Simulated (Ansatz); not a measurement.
# How fast states decay through BaSeO, part 2 of 2

A new crystal, BaSeO: structure, gap and complex bands. It is built by putting Se for part of the O in the BaO2 structure of space group I4/mmm, with the volume rescaled by atomic radii. The parent structure comes from the Materials Project.

Ansatz 0.2.0; PBE DFT, plane waves, PAW files (the session's first sound run).

So far, gap on path (eV): step 3 (the bulk crystal and its band edges, PBE) 1.22; step 6 (LDA) 1.05.

The structure was built from a prototype and need not be the compound's stable phase.

## 7. Complex bands at another level

This step: LDA DFT, plane waves, PAW files; complex bands by layer matching along the plane's normal (Ansatz 0.2.0).

The complex bands at that level, over its own gap, at (0, 0) and (0.2812, 0.2812).

File input.yaml:

```yaml
crystal:
  lattice:
    - [5.101438973, 0.0, 0.0]
    - [0.846978415, 5.030636855, 0.0]
    - [2.127230279, -2.515318427, 3.294227596]
  atoms:
    - { symbol: Ba, position: [0.0519723783, 0.0519723783, 0.0] }
    - { symbol: O, position: [0.3560689628, 0.3560689628, 0.0] }
    - { symbol: Se, position: [0.5919586589, 0.5919586589, 0.0] }
kpoints:
  mp_grid: { grid: [8, 8, 8] }
scf:
  occupations: { method: fixed }
hamiltonian:
  xc: lda
output:
  eigenvalues: true
  transmission:
    leads: [[0, 0]]
    kpoints: [[0.0, 0.0], [0.2812, 0.2812]]
    e_range: [-1.0, 2.05]
    de: 0.06
```

The run is started by

```console
$ ansatz run input.yaml --threads 2 --pin off --max-ram 4096MiB --backend cpu --events-out ev --progress --plain --runs-dir out
```

Run time: 27 s. Hardware: 2 threads of Arm Neoverse V2, shared host; peak memory 0.6 GiB.

Numbers from this step:

- level to which the leads are filled: 0.5409 eV from the Fermi level
- decay constant at the filling level, zone centre: 0.213 Å⁻¹
- decay constant at the filling level, slowest listed point: 0.1922 Å⁻¹

K parallel (0, 0); values up to 1.5 1/Å, a degenerate pair printed once or twice; energies at which all values exceed this have no row. Table of Im kz of the slowest decaying states by energy, zero at the highest filled level on the SCF mesh:

| energy (eV) | decay 1 (Å⁻¹) | decay 2 (Å⁻¹) | decay 3 (Å⁻¹) | decay 4 (Å⁻¹) |
| --- | --- | --- | --- | --- |
| -1.00 | 0.0387 | 0.612 | 0.709 | 0.732 |
| -0.88 | 0.612 | 0.718 | 0.745 | 1.15 |
| -0.76 | 0.0577 | 0.0940 | 0.612 | 0.727 |
| -0.64 | 0.125 | 0.211 | 0.613 | 0.737 |
| -0.52 | 0.155 | 0.267 | 0.614 | 0.747 |
| -0.40 | 0.174 | 0.303 | 0.615 | 0.757 |
| -0.28 | 0.187 | 0.327 | 0.616 | 0.767 |
| -0.16 | 0.197 | 0.343 | 0.617 | 0.778 |
| -0.04 | 0.114 | 0.204 | 0.354 | 0.617 |
| 0.02 | 0.144 | 0.206 | 0.357 | 0.618 |
| 0.08 | 0.166 | 0.208 | 0.360 | 0.618 |
| 0.20 | 0.199 | 0.211 | 0.363 | 0.617 |
| 0.32 | 0.213 | 0.223 | 0.363 | 0.616 |
| 0.44 | 0.214 | 0.240 | 0.361 | 0.614 |
| 0.56 | 0.213 | 0.254 | 0.357 | 0.611 |
| 0.68 | 0.211 | 0.264 | 0.351 | 0.607 |
| 0.80 | 0.209 | 0.272 | 0.344 | 0.603 |
| 0.92 | 0.205 | 0.278 | 0.334 | 0.597 |
| 1.04 | 0.200 | 0.283 | 0.324 | 0.590 |
| 1.16 | 0.194 | 0.285 | 0.311 | 0.582 |
| 1.28 | 0.187 | 0.287 | 0.297 | 0.573 |
| 1.40 | 0.178 | 0.281 | 0.287 | 0.562 |
| 1.52 | 0.168 | 0.262 | 0.285 | 0.551 |
| 1.64 | 0.155 | 0.242 | 0.282 | 0.537 |
| 1.76 | 0.138 | 0.218 | 0.278 | 0.523 |
| 1.88 | 0.117 | 0.189 | 0.271 | 0.506 |
| 2.00 | 0.0862 | 0.154 | 0.262 | 0.487 |

K parallel (0.2812, 0.2812); values up to 1.5 1/Å, a degenerate pair printed once or twice; energies at which all values exceed this have no row. Table of Im kz of the slowest decaying states by energy, zero at the highest filled level on the SCF mesh:

| energy (eV) | decay 1 (Å⁻¹) | decay 2 (Å⁻¹) | decay 3 (Å⁻¹) | decay 4 (Å⁻¹) |
| --- | --- | --- | --- | --- |
| -1.00 | 0.101 | 0.560 | 0.679 | 0.708 |
| -0.88 | 0.571 | 0.655 | 0.711 | 0.977 |
| -0.70 | 0.148 | 0.536 | 0.589 | 0.782 |
| -0.52 | 0.211 | 0.571 | 0.605 | 0.884 |
| -0.40 | 0.234 | 0.615 | 0.646 | 0.922 |
| -0.28 | 0.251 | 0.623 | 0.684 | 0.907 |
| -0.10 | 0.117 | 0.213 | 0.268 | 0.632 |
| 0.02 | 0.148 | 0.255 | 0.277 | 0.636 |
| 0.08 | 0.159 | 0.267 | 0.280 | 0.636 |
| 0.20 | 0.174 | 0.281 | 0.286 | 0.636 |
| 0.32 | 0.185 | 0.286 | 0.290 | 0.633 |
| 0.50 | 0.192 | 0.285 | 0.293 | 0.622 |
| 0.68 | 0.189 | 0.274 | 0.293 | 0.604 |
| 0.80 | 0.177 | 0.264 | 0.292 | 0.588 |
| 0.92 | 0.149 | 0.250 | 0.289 | 0.568 |
| 1.10 | 0.224 | 0.280 | 0.387 | 0.686 |
| 1.28 | 0.190 | 0.264 | 0.312 | 0.729 |
| 1.40 | 0.160 | 0.242 | 0.289 | 0.724 |
| 1.52 | 0.122 | 0.190 | 0.275 | 0.710 |
| 1.70 | 0.230 | 0.260 | 0.688 | 0.796 |
| 1.88 | 0.247 | 0.318 | 0.664 | 0.795 |
| 2.00 | 0.239 | 0.357 | 0.647 | 0.785 |

K parallel (0.2812, 0.2812). Table of Re kz of states that move upwards by energy, zero at the highest filled level on the SCF mesh:

| energy (eV) | channel 1 (Å⁻¹) | channel 2 (Å⁻¹) |
| --- | --- | --- |
| -1.00 | - | - |
| -0.94 | -0.520 | 0.717 |
| -0.82 | -0.389 | 0.901 |
| -0.76 | -0.344 | - |
| -0.70 | -0.305 | - |
| -0.58 | -0.236 | - |
| -0.52 | -0.590 | -0.204 |
| -0.46 | -0.433 | -0.173 |
| -0.34 | -0.226 | -0.105 |
| -0.28 | -0.122 | -0.0593 |
| -0.16 | - | - |
| -0.10 | - | - |
| -0.04 | - | - |
| 0.02 | - | - |
| 0.08 | - | - |
| 0.14 | - | - |
| 0.20 | - | - |
| 0.32 | - | - |
| 0.38 | - | - |
| 0.44 | - | - |
| 0.56 | - | - |
| 0.62 | - | - |
| 0.68 | - | - |
| 0.80 | - | - |
| 0.86 | - | - |
| 0.92 | - | - |
| 1.04 | - | - |
| 1.10 | 0.126 | - |
| 1.16 | 0.200 | - |
| 1.28 | 0.331 | - |
| 1.34 | 0.393 | - |
| 1.46 | 0.522 | - |
| 1.52 | 0.601 | - |
| 1.58 | 0.739 | - |
| 1.70 | 0.0518 | - |
| 1.76 | 0.0936 | - |
| 1.82 | 0.122 | - |
| 1.94 | 0.167 | - |
| 2.00 | 0.185 | - |

At the listed wavevectors the last open channel is at -0.16 eV and the next at +1.10 eV on the grid. At +0.56 eV, the grid energy nearest the filling level (the middle of the gap on the SCF mesh), the slowest state at the listed wavevectors decays with κ = 0.192 Å⁻¹, its amplitude falling by e over 5.2 Å; the first such run, plane (110), gave 0.206 Å⁻¹ over as many of its listed wavevectors.

## 8. Results

| Quantity | Value |
| --- | --- |
| band gap | 1.22 eV |
| least decay constant at mid-gap, normal to (110) | 0.196 Å⁻¹ |
| least decay constant at mid-gap, normal to (100) | 0.202 Å⁻¹ |
| least decay constant, LDA | 0.192 Å⁻¹ |

**Reading.** With PBE, the slowest decay at the wavevectors tried is κ = 0.196 Å⁻¹, normal to (110). Through such a film the transmission near mid-gap falls as exp(−2κd), a factor of ten every 5.9 Å. The directions tried decay at nearly the same rate. A free electron under a barrier of half the gap would need a mass of 0.24 mₑ to decay at this rate. The slowest decay isn't at the zone centre. With LDA the gap goes from 1.22 to 1.05 eV and the decay constant, over the first 2 listed wavevectors (which shift with the band edges), from 0.206 to 0.192 Å⁻¹. The compound is made up by substitution; its stability against other phases and against distortions of the cell's symmetry was not tested. A semilocal functional narrows gaps, so real decay constants are likely larger.

[Logs are printed without paths, hosts, clocks, repeated set-up lines and the standing remarks that a program may print on its own settings, such as how far it seeks lower states.]

[Hosts, paths, dates, database ids (printed as entryN), source tags and the programs' standing remarks are cut or masked in the printed files.]
